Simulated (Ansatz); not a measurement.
# Direct or indirect: BAs (F-43m)

```
As B
1.0
     0.00000    2.38850    2.38850
     2.38850    0.00000    2.38850
     2.38850    2.38850    0.00000
As B
1 1
Direct
  0.75000 0.75000 0.75000
  0.00000 0.00000 0.00000
```

Method: Ansatz, PBE, independent particles, without spin-orbit coupling, line width 0.15 eV (Gaussian). The band structure gives a fundamental gap of 1.18 eV. The spectrum of vertical transitions near the edge:

```tsv
E (eV)	Im ε, E ∥ xyz
0.72	0.00
0.90	0.00
1.08	0.00
1.26	0.00
1.44	0.00
1.62	0.00
1.80	0.00
1.98	0.00
2.16	0.00
2.34	0.00
2.52	0.00
2.70	0.00
2.88	0.00
3.06	0.04
3.24	0.82
3.42	2.98
3.60	4.77
3.78	6.45
3.96	8.25
4.14	10.14
4.32	12.27
4.50	14.85
```

(1) Is the gap direct or indirect, and about where do vertical transitions set in?

Results:

(1) Indirect, by the band path, whose least direct gap is 3.28 eV. The curves fit this: they stay near zero above 1.18 eV and rise only from about 3.3 eV, though a forbidden direct transition would look alike. Lines are broadened by 0.15 eV, which spreads the edge, and phonons, which would give weak absorption from the fundamental gap up, are left out.

[Logs are printed without paths, hosts, clocks, repeated set-up lines and the standing remarks that a program may print on its own settings, such as how far it seeks lower states.]
